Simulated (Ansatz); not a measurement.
# TiO2 (Rutile, P4_2/mnm): zone-centre modes under pressure, part 3 of 3

Aim: how do the optical modes of TiO2 (Rutile, P4_2/mnm) move with volume?

Ansatz 0.2.0; DFT LDA, scalar-relativistic, plane waves, PAW; PAW set soft_1.

So far, mean high-frequency dielectric constant: step 4 (zone-centre response at rest) 7.93.

## (6) Modes of this member: 1.06 times the volume at rest

The zone-centre modes follow for 1.06 times the volume at rest, with the response to a field.

The input, input.yaml:

```yaml
crystal:
  lattice:
    - [4.6605356125, 0.0, 0.0]
    - [0.0, 4.6605356125, 0.0]
    - [0.0, 0.0, 2.946203188]
  atoms:
    - { symbol: O, position: [0.3064103183, 0.3064103183, 0.0] }
    - { symbol: O, position: [0.1935896817, 0.8064103183, 0.5] }
    - { symbol: O, position: [0.6935896817, 0.6935896817, 0.0] }
    - { symbol: O, position: [0.8064103183, 0.1935896817, 0.5] }
    - { symbol: Ti, position: [0.0, 0.0, 0.0] }
    - { symbol: Ti, position: [0.5, 0.5, 0.5] }
kpoints:
  mp_grid: { grid: [8, 8, 12] }
hamiltonian:
  xc: lda
  pseudopotentials: { kind: paw, azcp: { folder: soft_1 }, xc_functional: pbe }
scf:
  occupations: { method: fixed }
output:
  eigenvalues: true
phonons:
  method: dfpt
  dielectric: true
  rigid_motions: translations
```

The run is started by

```bash
$ ansatz run input.yaml --threads 8 --pin off --max-ram 16384MiB --backend cpu --events-out ev --progress --plain --runs-dir out
```

Numbers of over 12 decimals in the logs are rounded to 6 here.

What it wrote:

```text
[...]
Crystal: 6 atoms, lattice volume = 63.993 Å³
Basis set: ecut = 420 eV, 1257 PW (Γ), exchange–correlation on 64×64×40 points (8 copies of the dense FFT grid, shifted against one another)
Bands: 30, of which v1, the nominal top of the filled ones, is band 24 counted from 1 (23 counted from 0)
Symmetry: 16 space group operations
k-points: 388 of 768 (irreducible under 1 space group operation, time reversal used)
[...]
SCF iter   1: F=—  HF=-7130.512773 eV  |F-HF|=—  |Δ(HF+E_count)|=         —  Δρ=5.09e-2  dr2=1.54e0  ethr=3.10e-3  ⟨swp⟩=3.9  Hψ=37382  notcnv=0  defer=787
[...]
SCF iter  10: F=-7130.272511 eV  HF=-7130.272511 eV  |F-HF|=5.28e-11  |Δ(HF+E_count)|=  1.92e-10  Δρ=3.46e-7  dr2=7.25e-11  ethr=1.00e-12  ⟨swp⟩=9.4  Hψ=67847  notcnv=0
SCF 1 converged in 10 iterations: F = -7130.272511 eV  dr2 = 7.25e-11
[...]
Bands: 25, of which v1, the nominal top of the filled ones, is band 24 counted from 1 (23 counted from 0)
k-points: 60 of 768
[...]
Eigensolver: Dense (60 Hₖ)
SCF iter   1: F=—  HF=-7130.265375 eV  |F-HF|=—  |Δ(HF+E_count)|=         —  Δρ=4.73e-4  dr2=2.86e-5  ethr=1.00e-1
[...]
SCF iter   4: F=-7130.265365 eV  HF=-7130.265365 eV  |F-HF|=3.92e-8  |Δ(HF+E_count)|=   6.04e-7  Δρ=1.50e-5  dr2=8.84e-8  ethr=5.04e-9
SCF 1 converged in 4 iterations: F = -7130.265365 eV  dr2 = 8.84e-8
[...]
SCF converged after 10 iterations
Free energy (F): -7130.272511 eV
[...]
Internal energy: -7130.272511 eV  (E = F + TS)
E sigma→0 (E₀):  -7130.272511 eV
Fermi energy:    8.220348 eV
[...]
--- Band table (eV; the first three rows and the last of 388) ---
  k-point 0: bands = [... 20 lower, 7.6419, 7.8404, 7.8404, 8.2203, 10.0770, 10.3602, 10.6948, 10.7404, ... 2 higher]
  k-point 1: bands = [... 20 lower, 7.3238, 7.6991, 7.6991, 8.2047, 10.2695, 10.4396, 10.6320, 10.8301, ... 2 higher]
  k-point 2: bands = [... 20 lower, 6.6142, 7.3228, 7.3228, 8.1200, 10.4937, 10.6049, 10.6617, 11.0602, ... 2 higher]
  k-point 387: bands = [... 20 lower, 7.0660, 7.0660, 7.5676, 7.5676, 10.7521, 10.7521, 11.4168, 11.4168, ... 2 higher]
[...]
ASR residual: 1.349e-4 → 0.000e0 eV/Å²; symmetrization residual: 8.791e-6 eV/Å²
  ASR residual per site (eV/Å²): 1.35e-4 1.35e-4 1.35e-4 1.35e-4 8.85e-5 8.85e-5
[...]
ε∞ (high-frequency dielectric tensor):
        7.319822     0.000000     0.000000
        0.000000     7.319822     0.000000
        0.000000     0.000000     9.174247
[...]
Born effective charges Z* (e; rows j = field, columns β = displacement):
    site 0:
        -3.03652   -1.71421    0.00000
        -1.71421   -3.03652    0.00000
         0.00000    0.00000   -3.93485
    site 1:
        -3.03652    1.71421    0.00000
         1.71421   -3.03652    0.00000
         0.00000    0.00000   -3.93485
    site 2:
        -3.03652   -1.71421    0.00000
        -1.71421   -3.03652    0.00000
         0.00000    0.00000   -3.93485
    site 3:
        -3.03652    1.71421    0.00000
         1.71421   -3.03652    0.00000
         0.00000    0.00000   -3.93485
    site 4:
         6.07303    0.97438    0.00000
         0.97438    6.07303    0.00000
         0.00000    0.00000    7.86969
    site 5:
         6.07303   -0.97438    0.00000
        -0.97438    6.07303    0.00000
         0.00000    0.00000    7.86969
  Z* charge neutrality: 3.780e-3 e pre-enforcement
  solved inside a basis spanned on kpoints, on 8×8×12 k-points, its susceptibility summed on 10×10×16: ε∞ is read to err by 2.7e-2, Z* by 2.7e-2 e (field_mesh: kpoints solves on kpoints); Z* is corrected for what the basis lacks
  optical modes at Γ without the LO–TO term, one row a degenerate level:
      ω (cm⁻¹)  modes    IR ((D/Å)²/amu)
       -137.54      1           149.0065
       -123.45      2           186.6065
        -73.17      1             0.0000
        176.08      1             0.0000
        336.95      1             0.0000
        344.83      2             0.0908
        409.64      1             0.0000
        424.34      2             0.0000
        467.45      2            26.5047
        557.10      1             0.0000
        748.14      1             0.0000
  optical modes at Γ + LO–TO along q̂ = [1.0000, 0.0000, 0.0000]:
      ω (cm⁻¹)  modes    IR ((D/Å)²/amu)
       -137.54      1           149.0065
       -123.45      1            93.3032
        -73.17      1             0.0000
        176.08      1             0.0000
        336.95      1             0.0000
        344.64      1             0.0185
        344.83      1             0.0454
        409.64      1             0.0000
[...]
optical modes at Γ + LO–TO along q̂ = [0.0000, 1.0000, 0.0000]:
      ω (cm⁻¹)  modes    IR ((D/Å)²/amu)
[...]
748.14      1             0.0000
  optical modes at Γ + LO–TO along q̂ = [0.0000, 0.0000, 1.0000]:
      ω (cm⁻¹)  modes    IR ((D/Å)²/amu)
       -123.45      2           186.6065
        -73.17      1             0.0000
        176.08      1             0.0000
        336.95      1             0.0000
        344.83      2             0.0908
        409.64      1             0.0000
        424.34      2             0.0000
        467.45      2            26.5047
        557.10      1             0.0000
        722.78      1           149.0065
        748.14      1             0.0000
```

Elapsed: 2.7 min, on 8 threads of Arm Neoverse N1, shared host; peak memory 3.3 GiB.

This step gave:

```yaml
sum_rule_residual_before_enforcement: 1.35e-4 eV/Å²
miss_of_the_charge_sum_rule: 0.003780 e
estimated_error_of_the_dielectric_tensor: 0.02655
estimated_error_of_the_born_charges: 0.02654 e
highest_optical_mode_at_the_zone_centre_no_lo_to_term: 748.1 cm⁻¹
lowest_optical_zone_centre_mode: -137.5 cm⁻¹
mean_high_frequency_dielectric_constant: 7.938
largest_born_charge_third_of_the_trace: 6.672 e
top_of_the_zone_centre_spectrum_with_the_field: 748.1 cm⁻¹
```

Without the LO-TO term. Patterns of degenerate modes are one choice out of their space. Modes at Γ, with each element's share of the kinetic energy (negative means imaginary):

| mode | frequency (cm⁻¹) | symmetry | O % | Ti % |
| --- | --- | --- | --- | --- |
| 1 | -137.5 | A2u | 60 | 40 |
| 2 | -123.5 | Eu | 53 | 47 |
| 3 | -123.5 | Eu | 53 | 47 |
| 4 | -73.2 | B1u | 2 | 98 |
| 5 | 0.0 | acoustic | 40 | 60 |
| 6 | 0.0 | acoustic | 40 | 60 |
| 7 | 0.0 | acoustic | 40 | 60 |
| 8 | 176.1 | B1g | 100 | 0 |
| 9 | 336.9 | B1u | 98 | 2 |
| 10 | 344.8 | Eu | 63 | 37 |
| 11 | 344.8 | Eu | 63 | 37 |
| 12 | 409.6 | A2g | 100 | 0 |
| 13 | 424.3 | Eg | 100 | 0 |
| 14 | 424.3 | Eg | 100 | 0 |
| 15 | 467.4 | Eu | 44 | 56 |
| 16 | 467.4 | Eu | 44 | 56 |
| 17 | 557.1 | A1g | 100 | 0 |
| 18 | 748.1 | B2g | 100 | 0 |

Displacements in mode 1 (-137.5 cm⁻¹), the largest set to 1:
```
O1   0.00  0.00 -1.00
O2   0.00  0.00 -1.00
O3   0.00  0.00 -1.00
O4   0.00  0.00 -1.00
Ti5  0.00  0.00  0.67
Ti6  0.00  0.00  0.67
```

Displacements in mode 2 (-123.5 cm⁻¹), the largest set to 1:
```
O1   0.46 -0.70  0.00
O2   0.85 -1.00  0.00
O3   0.46 -0.70  0.00
O4   0.85 -1.00  0.00
Ti5 -0.08  0.29  0.00
Ti6 -0.79  0.84  0.00
```

Transverse modes; imaginary modes are left out. Infrared lines, with heights relative to the strongest:

```csv
position (cm⁻¹),label,relative intensity
176,B1g,0.0
337,B1u,0.0
345,Eu,0.3
410,A2g,0.0
424,Eg,0.0
468,Eu,100
557,A1g,0.0
748,B2g,0.0
```

Without the LO-TO term the lowest optical mode is imaginary, 137.5i cm⁻¹, so the energy falls along it, and the highest lies at 748.1 cm⁻¹.

## (7) A member of the series: 0.9 times the volume at rest

The cell is set to 0.9 times the volume at rest, and shape and atoms relax at that volume.

input.yaml, the sections that differ from step 6:

```yaml
crystal:
  lattice:
    - [4.3698485582, 0.0, 0.0]
    - [0.0, 4.3698485582, 0.0]
    - [0.0, 0.0, 2.8453665949]
  atoms:
    - { symbol: O, position: [0.3019666561, 0.3019666561, 0.0] }
    - { symbol: O, position: [0.1980333439, 0.8019666561, 0.5] }
    - { symbol: O, position: [0.6980333439, 0.6980333439, 0.0] }
    - { symbol: O, position: [0.8019666561, 0.1980333439, 0.5] }
    - { symbol: Ti, position: [0.0, 0.0, 0.0] }
    - { symbol: Ti, position: [0.5, 0.5, 0.5] }
output:
  forces: true
  stress: true
  eigenvalues: true
relax:
  adjacent_minimum: "off"
  f_tol: 0.001
  max_steps: 60
  cell: { stress_tol: 0.01, fix: [volume] }
# kpoints, hamiltonian, scf: as in step 6
# phonons: removed
```

What it wrote:

```text
[...]
Crystal: 6 atoms, lattice volume = 54.334 Å³
Basis set: ecut = 420 eV, 1065 PW (Γ)
Bands: 30, of which v1, the nominal top of the filled ones, is band 24 counted from 1 (23 counted from 0)
Symmetry: 16 space group operations
[...]
k-points: 105 of 768
[...]
cell:  # Å, volume = 54.3339 Å³
    - [4.364866, 0, 0.0]
    - [0, 4.364866, 0.0]
    - [0.0, 0.0, 2.851866]
  atoms:
    - { symbol: O, position: [0.301651, 0.301651, 0.0] }
    - { symbol: O, position: [0.198349, 0.801651, 0.500000] }
    - { symbol: O, position: [0.698349, 0.698349, 0.0] }
    - { symbol: O, position: [0.801651, 0.198349, 0.500000] }
    - { symbol: Ti, position: [0, 0, 0.0] }
    - { symbol: Ti, position: [0.5, 0.5, 0.500000] }
[key lines of the parts left out:]
SCF converged after 6 iterations
Free energy (F): -7129.857498 eV
Fermi energy:    10.944777 eV
P = ⅓ Tr σ = 32.8550 GPa (328.550 kbar)
```

The job ended after 15 s (8 threads; peak memory 0.5 GiB).

The steps of the relaxation:

```
step  energy less that of the first step (eV)  largest force component (eV/Å)  pressure (GPa)  volume (Å³)
   1                                   0.0000                          0.0625           33.10        54.33
   2                                  -0.0006                          0.0432           33.00        54.33
   3                                  -0.0010                          0.0010           32.85        54.33
  4*                                  -0.0009                          0.0011           32.85        54.33
   5                                  -0.0009                          0.0001           32.85        54.33
  6*                                  -0.0009                          0.0001           32.85        54.33
```

Relaxation steps marked * repeat the geometry before them on a plane-wave basis chosen anew for their cell, so energy and pressure can jump there.

Forces are held to the 16 operations that the run works with; a distortion that breaks them can't arise in this run.

```
conventional cell, symmetrised  before  after  change
                         a (Å)   4.370  4.365  -0.1 %
                         b (Å)   4.370  4.365  -0.1 %
                         c (Å)   2.845  2.852  +0.2 %
              volume (Å³/atom)    9.06   9.06  +0.0 %
```

Final coordinates:

```xyz
6
Lattice="4.3649 0.0000 0.0000 0.0000 4.3649 0.0000 0.0000 0.0000 2.8519" Properties=species:S:1:pos:R:3 pbc="T T T"
O     1.3167    1.3167    0.0000
O     0.8658    3.4991    1.4259
O     3.0482    3.0482    0.0000
O     3.4991    0.8658    1.4259
Ti    0.0000    0.0000    0.0000
Ti    2.1824    2.1824    1.4259
```

This step gave:

| Item | Value |
| --- | --- |
| pressure | 32.85 GPa |
| gap on the k-mesh | 2.004 eV |
| volume per atom | 9.056 Å³ |

The largest force component left is 0.100 meV/Å, at a pressure of 32.85 GPa.

## (8) Zone-centre modes of the member: 0.9 times the volume at rest

The zone-centre modes follow for 0.9 times the volume at rest, with the response to a field.

input.yaml, the sections that differ from step 7:

```yaml
crystal:
  lattice:
    - [4.3648663822, 0.0, 0.0]
    - [0.0, 4.3648663822, 0.0]
    - [0.0, 0.0, 2.851865858]
  atoms:
    - { symbol: O, position: [0.3016512521, 0.3016512521, 0.0] }
    - { symbol: O, position: [0.1983487479, 0.8016512521, 0.5] }
    - { symbol: O, position: [0.6983487479, 0.6983487479, 0.0] }
    - { symbol: O, position: [0.8016512521, 0.1983487479, 0.5] }
    - { symbol: Ti, position: [0.0, 0.0, 0.0] }
    - { symbol: Ti, position: [0.5, 0.5, 0.5] }
output:
  eigenvalues: true
phonons:
  method: dfpt
  dielectric: true
  rigid_motions: translations
# kpoints, hamiltonian, scf: as in step 7
# relax: removed
```

What it wrote:

```text
[...]
Crystal: 6 atoms, lattice volume = 54.334 Å³
Basis set: ecut = 420 eV, 1065 PW (Γ), exchange–correlation on 60×60×40 points (8 copies of the dense FFT grid, shifted against one another)
Bands: 30, of which v1, the nominal top of the filled ones, is band 24 counted from 1 (23 counted from 0)
Symmetry: 16 space group operations
k-points: 388 of 768 (irreducible under 1 space group operation, time reversal used)
[...]
ω (cm⁻¹)  modes    IR ((D/Å)²/amu)
[...]
optical modes at Γ + LO–TO along q̂ = [0.0000, 1.0000, 0.0000]:
      ω (cm⁻¹)  modes    IR ((D/Å)²/amu)
[...]
optical modes at Γ + LO–TO along q̂ = [0.0000, 0.0000, 1.0000]:
      ω (cm⁻¹)  modes    IR ((D/Å)²/amu)
[...]
569.94      2           140.2711
        738.40      1             0.0000
        845.61      1           131.8406
        956.47      1             0.0000
[key lines of the parts left out:]
SCF converged after 9 iterations
Free energy (F): -7129.857503 eV
Fermi energy:    10.944778 eV
```

The job ended after 2.4 min (8 threads; peak memory 2.8 GiB; 17 min of CPU time).

Numbers from this step:

```
sum-rule residual before enforcement                    : 1.21e-4 eV/Å²
miss of the charge sum rule                             : 0.003157 e
estimated error of the dielectric tensor                : 0.02463
estimated error of the Born charges                     : 0.02546 e
highest optical mode at the zone centre (no LO-TO term) : 956.5 cm⁻¹
lowest optical zone-centre mode                         : -114.4 cm⁻¹
mean high-frequency dielectric constant                 : 7.824
largest Born charge (third of the trace)                : 6.854 e
top of the zone-centre spectrum with the field          : 956.5 cm⁻¹
```

Without the LO-TO term. Patterns of degenerate modes are one choice out of their space. Modes at Γ, with each element's share of the kinetic energy (negative means imaginary):

```
mode  frequency (cm⁻¹)  symmetry  O %  Ti %
   1            -114.4       B1g  100     0
   2               0.0  acoustic   40    60
   3               0.0  acoustic   40    60
   4               0.0  acoustic   40    60
   5             120.3       B1u   11    89
   6             168.9        Eu   68    32
   7             168.9        Eu   68    32
   8             308.3       A2u   60    40
   9             430.4       A2g  100     0
  10             480.6        Eu    3    97
  11             480.6        Eu    3    97
  12             513.2       B1u   89    11
  13             550.7        Eg  100     0
  14             550.7        Eg  100     0
  15             569.9        Eu   89    11
  16             569.9        Eu   89    11
  17             738.4       A1g  100     0
  18             956.5       B2g  100     0
```

Displacements in mode 1 (-114.4 cm⁻¹), the largest set to 1:
```
O1  -1.00  1.00  0.00
O2   1.00  1.00  0.00
O3   1.00 -1.00  0.00
O4  -1.00 -1.00  0.00
Ti5  0.00  0.00  0.00
Ti6  0.00  0.00  0.00
```

Displacements in mode 18 (956.5 cm⁻¹), the largest set to 1:
```
O1   1.00  1.00  0.00
O2   1.00 -1.00  0.00
O3  -1.00 -1.00  0.00
O4  -1.00  1.00  0.00
Ti5  0.00  0.00  0.00
Ti6  0.00  0.00  0.00
```

Transverse modes; imaginary modes are left out. Lines of the infrared spectrum (strongest = 100):

```
position (cm⁻¹)  label  relative intensity
            120    B1u                 0.0
            169     Eu                  72
            308    A2u                  94
            430    A2g                 0.0
            480     Eu                 7.0
            513    B1u                 0.0
            551     Eg                 0.0
            570     Eu                 100
            738    A1g                 0.0
            956    B2g                 0.0
```

Without the LO-TO term the lowest optical mode is imaginary, 114.4i cm⁻¹, so the energy falls along it, and the highest lies at 956.5 cm⁻¹.

## (9) All members side by side

The members are set side by side, also those not shown above.

Each row is one cell with its response, relaxed at fixed volume as far as symmetry leaves anything free; energies are extrapolated to zero smearing, and E0 is that at rest; the axis is the Cartesian z axis of the cell; imaginary frequencies occur in the series; shape and atoms are relaxed in each cell where symmetry leaves them free. State of the crystal along the series:

```csv
volume ratio,V (Å³/atom),pressure (GPa),E - E0 (meV/atom),first cell vector (Å),third cell vector (Å),gap on mesh (eV),ε∞ along the axis,"ε∞ across the axis, mean",ε0 along the axis,"ε0 across the axis, mean","largest Born charge in size, a third of the trace (e)","top mode with the field, highest of q along x, y and z (cm⁻¹)"
0.9,9.056,32.85,93.48,4.365,2.852,2.004,8.347,7.562,-,-,6.854,956.5
0.92,9.257,24.73,57.41,4.402,2.866,1.965,8.431,7.553,-,-,6.839,926.5
0.94,9.458,17.46,30.98,4.439,2.88,1.931,8.523,7.542,94.67,94.25,6.822,897.7
0.96,9.659,10.96,13.21,4.476,2.893,1.903,8.621,7.527,125.9,108,6.805,870
0.98,9.861,5.158,3.17,4.512,2.906,1.879,8.725,7.506,185.9,135.3,6.786,843.4
0.99,9.961,2.498,0.7632,4.531,2.912,1.87,8.779,7.493,242.6,159.3,6.775,830.5
1,10.06,-0.004923,0,4.549,2.917,1.862,8.834,7.477,346,198.3,6.763,817.9
1.02,10.26,-4.575,2.931,4.586,2.928,1.852,8.947,7.438,2021,454.9,6.737,793.5
1.04,10.46,-8.598,11.25,4.623,2.938,1.85,9.061,7.386,-,-,6.707,770.2
1.06,10.67,-12.11,24.31,4.66,2.946,1.857,9.174,7.32,-,-,6.672,748.1
```

Without the LO-TO term; each mode is tracked from rest by its pattern, and modes that stay within 0.3 cm⁻¹ of each other stand once; the 10 lowest of 11 levels; imaginary frequencies occur in the series; shape and atoms are relaxed in each cell where symmetry leaves them free. Optical modes along the series:

```csv
V (Å³/atom),mode 4 B1u (cm⁻¹),mode 5 A2u (cm⁻¹),mode 6 Eu (cm⁻¹),mode 8 B1g (cm⁻¹),mode 9 Eu (cm⁻¹),mode 11 B1u (cm⁻¹),mode 12 A2g (cm⁻¹),mode 13 Eg (cm⁻¹),mode 15 Eu (cm⁻¹),mode 17 A1g (cm⁻¹)
9.056,120.3,308.3,168.9,-114.4,480.6,513.2,430.4,550.7,569.9,738.4
9.257,123.3,275.9,175,-73.06,463.4,485.7,428.7,531.2,544,709.3
9.458,122.9,242.4,175.2,40.81,443.2,459.6,426.8,512.8,523.5,681.9
9.659,118.8,206.9,168.8,89.27,421.5,434.9,424.5,495.4,507.9,656.1
9.861,110.3,167.8,154.4,116.8,400.2,411.7,422,479.1,496,632.2
9.961,104,145.9,143.3,127.5,390.4,400.8,420.7,471.2,490.9,620.9
10.06,96.06,121.4,128.9,136.9,381.3,390.2,419.3,463.7,486.5,610.1
10.26,72.75,49.65,84.87,152.7,365.8,370.6,416.3,449.4,478.8,590.2
10.46,19.92,-93.46,-60.84,165.5,353.8,352.8,413.1,436.3,472.5,572.4
10.67,-73.17,-137.5,-123.5,176.1,344.8,336.9,409.6,424.3,467.4,557.1
```

From cubic fits (parabolas where under five rows exist) of ln ω and P against ln V through the rows within about 4 % of rest: γ = −d ln ω / d ln V and dω/dP = γ ω / B. Slopes at rest:

```
       mode  fitted frequency at rest (cm⁻¹)  Grüneisen parameter γ  dω/dP (cm⁻¹/GPa)
  mode 9 Eu                            381.3                   2.27              3.56
mode 11 B1u                            390.2                   2.64              4.24
mode 12 A2g                            419.3                   0.34              0.59
 mode 13 Eg                            463.7                    1.6              3.05
 mode 15 Eu                            486.5                   0.87              1.75
mode 17 A1g                            610.1                   1.72              4.33
mode 18 B2g                            817.9                   1.53              5.14
```

## (10) What came out

* members: 10
* highest optical mode at the zone centre (no LO-TO term), at rest: 817.9 cm⁻¹
* bulk modulus at rest: 243 GPa
* mode 13 Eg, γ: 1.60
* mode 15 Eu, γ: 0.87
* mode 17 A1g, γ: 1.72
* mode 18 B2g, γ: 1.53

In words: The series spans -12.1 to 32.9 GPa, and the slope at rest gives a bulk modulus of 243 GPa. Among the modes in the table of slopes γ runs from 0.34 (mode 12 A2g) to 2.64 (mode 11 B1u). ε∞ along z is 8.83 at rest, with d ln ε∞ / d ln V = 0.63. A mode is imaginary at volume ratio 0.9, 0.92, 1.04 and 1.06, where this structure is not a minimum. One k mesh and one cutoff serve the ground states and modes of all volumes; the field response picks its own mesh. These are harmonic frequencies at zero temperature: anharmonic shifts, linewidths and thermal expansion are left out. The PAW files were made for PBE; the program adapts parts of them to the functional of the run, but their partial waves stay those of PBE, an approximation that was not tested in this session. Only the zone centre was solved, so an instability at another wavevector cannot show here.

[Logs are printed without paths, hosts, clocks, repeated set-up lines and the standing remarks that a program may print on its own settings, such as how far it seeks lower states.]

[Hosts, paths, dates, database ids (printed as entryN), source tags and the programs' standing remarks are cut or masked in the printed files.]
